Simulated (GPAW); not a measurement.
# Calculated records

```
! title: MgI2 (P-3m1): G0W0 with GPAW, start to end
! method: DFT, PBE, plane waves, PAW (and 1 further level or step)
! program: GPAW 26.7.0
! settings of one run: cutoff 450 eV, GPAW PAW setups 1.2.1 data release, 3×3×2 k-mesh, nbands 479
! cost: 3 runs, 53 s in all on 4 MPI ranks of Arm Neoverse V2, shared host (the runs of this entry)
! notes: The database entry behind the starting cell has ideal inner coordinates that were not refined. The cell and positions come from the Crystallography Open Database and are kept as given unless a step says otherwise. Limits: no spin-orbit coupling. Only 1 of the mesh’s irreducible points was corrected, so a valley elsewhere could overtake. Bands and cutoff are finite, so the gap is not at the basis limit. The miss can reach some tenths of an eV and take either sign; the mesh is an error of its own. The 3×3×2 mesh is coarse for this cell, which bears on the long-range parts of exchange and screening.
! PBE gap: 3.51 eV, indirect
! G0W0 gap on the mesh: 5.27 eV
! G0W0 gap over the zone (rigid shift): 5.12 eV
! GW settings: 3×3×2 mesh, 218 bands, screening to 96 eV, Godby-Needs plasmon pole
! known limits: not at the basis limit; no spin-orbit coupling; coarse k mesh
CELL_PARAMETERS angstrom
4.14000 0.00000 0.00000
-2.07000 3.58535 0.00000
0.00000 0.00000 6.88000
ATOMIC_POSITIONS crystal
Mg 0.00000 0.00000 0.00000
I 0.33333 0.66667 0.25000
I 0.66667 0.33333 0.75000
```

[Paths, hosts, dates, memory and timing lines, banners, echoed tables and standing remarks are left out of the program output.]

[Logs are printed without paths, hosts, clocks, repeated set-up lines and the standing remarks that a program may print on its own settings, such as how far it seeks lower states.]

[Runs of the session that timed out or met a known fault of the program may be left out.]

[Hosts, paths, dates, database ids (printed as entryN), source tags and the programs' standing remarks are cut or masked in the printed files.]
